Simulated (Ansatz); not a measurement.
# Y2CF2 monolayer: from the cell to its phonons, part 2 of 2

Task: relax Y2CF2 monolayer, then find its harmonic phonons.

Ansatz 0.2.0; DFT PBEsol, scalar-relativistic, plane waves, PAW; PAW set soft_1.

So far. Step 4 (Tight relaxation): The largest force component left is 0.12 meV/Å, within the tolerances set. Step 5 (Zone-centre response): Before it was imposed, the acoustic sum rule was missed by 2.4e-4 eV/Å² and the charge sum rule by 0.0027 e. Small misses are needed for a sound result but don't prove that mesh and cutoff are converged. The lowest optical mode is real, 124 cm⁻¹.

### Step 6. The dispersion

Stability and thermal properties need the whole zone. Linear response on a 6×6×1 q mesh gives force constants as far as a supercell of that size would, and the tensors from the zone-centre run are typed in so that the long-range dipole term is interpolated apart.

Input file input.yaml:

```yaml
crystal:
  lattice:
    - [3.5342727862, 0.0, 0.0]
    - [-1.7671363931, 3.0607700167, 0.0]
    - [0.0, 0.0, 33.2]
  atoms:
    - { symbol: C, position: [0.0, 0.0, 0.3012048193] }
    - { symbol: "Y", position: [0.3333333333, 0.6666666667, 0.3423058721] }
    - { symbol: "Y", position: [0.6666666667, 0.3333333333, 0.2601037665] }
    - { symbol: F, position: [0.6666666667, 0.3333333333, 0.3769557572] }
    - { symbol: F, position: [0.3333333333, 0.6666666667, 0.2254538814] }
  periodic: [true, true, false]
kpoints:
  mp_grid: { grid: [12, 12, 1] }
hamiltonian:
  xc: pbesol
  pseudopotentials: { kind: paw, azcp: { folder: soft_1 }, xc_functional: pbe }
scf:
  occupations: { method: fixed }
output:
  eigenvalues: true
phonons:
  method: dfpt
  qmesh: [6, 6, 1]
  temperatures: { t_max: 1000, t_step: 50 }
  qpath:
    path:
      - [0.0, 0.0, 0.0]
      - [0.5, 0.0, 0.0]
      - [0.33333333, 0.33333333, 0.0]
      - [0.0, 0.0, 0.0]
    npoints: 10
  isolated: true
  non_analytic_term:
    high_frequency_dielectric_tensor: [[2.7126, 0.0, 0.0], [0.0, 2.7126, 0.0], [0.0, 0.0, 1.1563]]
    born_effective_charges:
      - { species: C, tensor: [[-5.3539, 0.0, 0.0], [0.0, -5.3539, 0.0], [0.0, 0.0, -0.4058]] }
      - { species: "Y", tensor: [[4.443, 0.0, 0.0], [0.0, 4.443, 0.0], [0.0, 0.0, 0.6238]] }
      - { species: "Y", tensor: [[4.443, 0.0, 0.0], [0.0, 4.443, 0.0], [0.0, 0.0, 0.6238]] }
      - { species: F, tensor: [[-1.7661, 0.0, 0.0], [0.0, -1.7661, 0.0], [0.0, 0.0, -0.4209]] }
      - { species: F, tensor: [[-1.7661, 0.0, 0.0], [0.0, -1.7661, 0.0], [0.0, 0.0, -0.4209]] }
    source: "zone-centre run at this cell"
```

Started as:

```sh
ansatz run input.yaml --threads 4 --pin off --max-ram 16384MiB --backend cpu --events-out ev --progress --plain --runs-dir out
```

Elapsed: 30 min, on 4 threads of Arm Neoverse V1, shared host; peak memory 3 GiB.

This step gave:

* sum-rule residual before enforcement: 6.81e-5 eV/Å²
* lowest frequency on the path: 0 cm⁻¹
* highest frequency on the path or at a solved wavevector: 611.3 cm⁻¹
* mean frequency: 264.6 cm⁻¹
* lowest mode on the q mesh (acoustic modes at Γ apart): 41.57 cm⁻¹
* zero-point energy per atom: 49.26 meV
* heat capacity at 300 K: 21.45 J/(mol atoms K)
* vibrational entropy at 300 K: 23.98 J/(mol atoms K)

Frequencies (cm⁻¹) solved at each irreducible wavevector; negative means imaginary. Frequencies by wavevector, by row:

| q in reciprocal lattice units | star | mode 1 | mode 2 | mode 3 | mode 4 | mode 13 | mode 14 | mode 15 |
| --- | --- | --- | --- | --- | --- | --- | --- | --- |
| 0 0 0 | 1 | 0 | 0 | 0 | 123.8 | 363.9 | 363.9 | 611.3 |
| 0 0.1667 0 | 6 | 41.6 | 69.2 | 114.8 | 130 | 375.5 | 558.3 | 574.4 |
| 0 0.3333 0 | 6 | 109.8 | 117.5 | 143.9 | 176.4 | 381.2 | 495.9 | 575 |
| 0 -0.5 0 | 3 | 137.1 | 149.7 | 152.2 | 161.4 | 380.4 | 455.6 | 572.9 |
| 0.1667 0.1667 0 | 6 | 90.9 | 112 | 148.6 | 173.2 | 408.6 | 522.1 | 565.9 |
| 0.1667 0.3333 0 | 12 | 138.9 | 144.9 | 169 | 177.1 | 437.3 | 466 | 558.4 |
| 0.3333 0.3333 0 | 2 | 159.6 | 159.6 | 163.8 | 203.3 | 440.2 | 515 | 515 |

Interpolated from a 6×6×1 q mesh, with the LO-TO term (at Γ the limit along the path; where Γ stands inside the path, tables give the limit on arrival). Phonon branches along the path, in cm⁻¹:

| point | branch 1 | branch 2 | branch 3 | branch 4 | branch 12 | branch 13 | branch 14 | branch 15 |
| --- | --- | --- | --- | --- | --- | --- | --- | --- |
| Γ | 0 | 0 | 0 | 124 | 362 | 364 | 364 | 611 |
| halfway | 77 | 96 | 137 | 157 | 309 | 381 | 531 | 577 |
| M | 137 | 150 | 152 | 161 | 310 | 380 | 456 | 573 |
| halfway | 150 | 152 | 164 | 178 | 294 | 449 | 449 | 556 |
| K | 160 | 160 | 164 | 203 | 279 | 440 | 515 | 515 |
| halfway | 91 | 112 | 149 | 173 | 302 | 409 | 522 | 566 |
| Γ | 0 | 0 | 0 | 124 | 362 | 364 | 364 | 611 |

Tetrahedra on a 24×24×1 mesh, mean over bins of 5 cm-1. Interpolated from a 6×6×1 q mesh. Phonon density of states against wavenumber; read off at these points:

wavenumber (cm⁻¹), phonon density of states (1/cm⁻¹/cell) and a bar:
```
        2      0.002 
       18      0.003 
       38      0.005 #
       52      0.006 #
       68      0.008 #
       82      0.010 ##
      102      0.015 ##
      118      0.020 ###
      132      0.046 #######
      148      0.071 ###########
      152      0.058 #########
      168      0.056 #########
      182      0.032 #####
      202      0.115 ##################
      218      0.058 #########
      232      0.174 ############################
      238      0.188 ##############################
      248      0.021 ###
      268      0.023 ####
      282      0.050 ########
      298      0.043 #######
      302      0.054 #########
      318      0.015 ##
      332      0.006 #
      348      0.002 
      368      0.007 #
      382      0.031 #####
      398      0.012 ##
      412      0.008 #
      432      0.007 #
      448      0.015 ##
      462      0.011 ##
      482      0.015 ##
      498      0.009 #
      512      0.006 #
      532      0.008 #
      548      0.014 ##
      562      0.023 ####
      578      0.016 ###
      598      0.002 
      612      0.000
```

The partial phonon density of states has structure finer than the step of the table below, so its rows give means over 20 cm⁻¹, whole bins alone (the curve runs from -10 to 640 cm⁻¹). Peaks (cm⁻¹: height): C 382.2: 0.0196, 443.5: 0.0178, 566.1: 0.028; F 235.1: 0.138; Y 149.3: 0.0571, 202.5: 0.0518, 235.1: 0.0244, 304.6: 0.0160.

Phonopy on the run's constants, 19x19x1 mesh, Gaussian sigma 4.6 cm-1. Interpolated from a 6×6×1 q mesh. Table of partial phonon density of states by wavenumber; means over each step; values in 1/cm⁻¹/cell:

```csv
wavenumber (cm⁻¹),C,F,Y
0,6.6e-5,2.2e-4,0.00100
20,1.6e-4,5.4e-4,0.00251
40,2.5e-4,8.8e-4,0.00424
60,3.0e-4,0.00107,0.00573
80,3.4e-4,0.00127,0.00808
100,3.9e-4,0.00160,0.0124
120,3.7e-4,0.00248,0.0242
140,3.3e-4,0.00441,0.0511
160,4.5e-4,0.00538,0.0461
180,4.3e-4,0.00564,0.0331
200,5.0e-4,0.0133,0.0366
220,0.00186,0.0606,0.0188
240,0.00101,0.0896,0.0175
260,9.2e-4,0.0282,0.00562
280,6.4e-4,0.0327,0.00978
300,4.0e-4,0.0311,0.0136
320,1.0e-4,0.0116,0.00436
340,4.9e-5,0.00333,0.00135
360,0.00190,8.5e-4,4.0e-4
380,0.0156,7.9e-4,1.2e-4
400,0.0112,3.3e-4,1.1e-4
420,0.00750,1.4e-4,6.1e-5
440,0.0128,2.5e-4,1.2e-4
460,0.0124,4.9e-4,2.0e-4
480,0.0125,6.1e-4,2.3e-4
500,0.00722,3.9e-4,1.8e-4
520,0.00636,3.0e-4,2.7e-4
540,0.00994,3.7e-4,3.0e-4
560,0.0240,8.1e-4,6.5e-4
580,0.0154,5.0e-4,7.5e-4
600,0.00441,1.0e-4,3.1e-4
620,2.7e-4,2.5e-7,2.0e-5
```

Harmonic thermodynamic functions per atom, from the density of states. Interpolated from a 6×6×1 q mesh. Thermodynamic functions, by row:

```
T (K)  F_vib (meV/atom)  S (J/mol-atom/K)  C_V (J/mol-atom/K)
    0             49.26                 0                   0
  100              47.3             5.753               10.38
  200             35.97             15.86               18.38
  300             15.15             23.98               21.45
  400            -13.14             30.37               22.83
  500            -47.39             35.55               23.54
  600            -86.53             39.88               23.94
  700            -129.8             43.59                24.2
  800            -176.7             46.83               24.36
  900            -226.8             49.71               24.48
 1000            -279.6             52.29               24.57
```

Symmetry leaves 7 wavevectors to solve. The lowest mode among them, the acoustic zeros apart, lies at q = (0, 0.167, 0) and is real, 41.6 cm⁻¹.

### Step 7. Isotope substitution

An isotope changes the mass and not the force constants, so no new electronic calculation is needed; the shifts show which modes move this element.

The same force constants with the mass of C changed from 12.011 to 13.003 u (phonopy, no LO-TO term). Both lists are sorted by frequency; levels can cross, so a row need not hold one and the same mode. Modes under 3 cm⁻¹ are left out. Isotope shifts, by row, the first 40 of 57 rows:

| q | rank | natural mass (cm⁻¹) | changed mass (cm⁻¹) |
| --- | --- | --- | --- |
| 0 0 0 | 4 | 123.8 | 123.8 |
| 0 0 0 | 5 | 123.8 | 123.8 |
| 0 0 0 | 6 | 202.6 | 201.9 |
| 0 0 0 | 7 | 202.6 | 201.9 |
| 0 0 0 | 8 | 207.3 | 207.3 |
| 0 0 0 | 9 | 240.6 | 240.6 |
| 0 0 0 | 10 | 240.6 | 240.6 |
| 0 0 0 | 11 | 340.1 | 339.9 |
| 0 0 0 | 12 | 362.5 | 351.7 |
| 0 0 0 | 13 | 363.9 | 351.7 |
| 0 0 0 | 14 | 363.9 | 362.5 |
| 0 0 0 | 15 | 611.3 | 589.1 |
| 0 0.1667 0 | 1 | 41.57 | 41.49 |
| 0 0.1667 0 | 2 | 69.23 | 69.14 |
| 0 0.1667 0 | 3 | 114.8 | 114.7 |
| 0 0.1667 0 | 4 | 130 | 130 |
| 0 0.1667 0 | 5 | 153.2 | 153.2 |
| 0 0.1667 0 | 6 | 203.2 | 203.2 |
| 0 0.1667 0 | 7 | 214.8 | 214.3 |
| 0 0.1667 0 | 8 | 226.6 | 226.5 |
| 0 0.1667 0 | 9 | 237.5 | 237.5 |
| 0 0.1667 0 | 10 | 275.5 | 274.8 |
| 0 0.1667 0 | 11 | 317.3 | 317.2 |
| 0 0.1667 0 | 12 | 324.5 | 324.5 |
| 0 0.1667 0 | 13 | 375.5 | 362.2 |
| 0 0.1667 0 | 14 | 558.3 | 538.7 |
| 0 0.1667 0 | 15 | 574.4 | 553.9 |
| 0 0.3333 0 | 1 | 109.8 | 109.7 |
| 0 0.3333 0 | 2 | 117.5 | 117.5 |
| 0 0.3333 0 | 3 | 143.9 | 143.9 |
| 0 0.3333 0 | 4 | 176.4 | 176.3 |
| 0 0.3333 0 | 5 | 193.8 | 193.6 |
| 0 0.3333 0 | 6 | 217.9 | 217.9 |
| 0 0.3333 0 | 7 | 221.7 | 221.4 |
| 0 0.3333 0 | 8 | 228.5 | 228.3 |
| 0 0.3333 0 | 9 | 233.5 | 233.5 |
| 0 0.3333 0 | 10 | 264.5 | 264.2 |
| 0 0.3333 0 | 11 | 292.4 | 292.3 |
| 0 0.3333 0 | 12 | 305.3 | 305.1 |
| 0 0.3333 0 | 13 | 381.2 | 366.9 |

A mode of this element alone would shift by -3.89 %. The highest zone-centre frequency without the field goes from 611.3 to 589.1 cm⁻¹ (-3.6 %). The product of the frequency ratios over all optical modes at Γ is 0.894; the product rule, (m/m′)^(3k/2) (M′/M)^(3/2) with k = 1 such atoms and M the mass of the cell, gives 0.894.

### Step 8. Outcome

```
space group after relaxation (within 0.01 Å)            : P-3m1
area per atom                                           : 2.16 Å²
gap on the k-mesh                                       : 1.06 eV
highest optical mode at the zone centre (no LO-TO term) : 611 cm⁻¹
lowest optical zone-centre mode                         : 124 cm⁻¹
largest Born charge (third of the trace)                : -3.70 e
lowest mode on the q mesh (acoustic modes at Γ apart)   : 41.6 cm⁻¹
highest frequency on the path or at a solved wavevector : 611 cm⁻¹
zero-point energy per atom                              : 49.3 meV
heat capacity at 300 K                                  : 21.5 J/(mol atoms K)
vibrational entropy at 300 K                            : 24.0 J/(mol atoms K)
imaginary modes on the 6×6×1 q mesh                     : none
```

What this shows: The structure is a minimum as far as tested: no mode is imaginary at the 7 irreducible wavevectors of the 6×6×1 mesh, and the softest away from the acoustic zeros lies at 42 cm⁻¹. Without the field, the optical modes at Γ span 124 to 611 cm⁻¹. The highest mode in this list at Γ, 611.3 cm⁻¹, is mostly motion of C (94 % of the kinetic energy). The strongest infrared line is at 364 cm⁻¹. Averaged over orientations, the strongest Raman line at 532 nm and 300 K is at 207 cm⁻¹. The tensors are the static, non-resonant ones, while 532 nm light (2.33 eV) lies above the computed gap. In a sheet or slab the interpolated bending branch near Γ is rough, since the rotational sum rule isn't imposed. Dielectric tensors refer to the cell with its vacuum. The PAW files were made for PBE and serve the other functionals too. The starting cell was built on a prototype and not taken from a measurement. These are harmonic frequencies at zero temperature: anharmonic shifts, linewidths and thermal expansion are left out.

[Logs are printed without paths, hosts, clocks, repeated set-up lines and the standing remarks that a program may print on its own settings, such as how far it seeks lower states.]

[Hosts, paths, dates, database ids (printed as entryN), source tags and the programs' standing remarks are cut or masked in the printed files.]
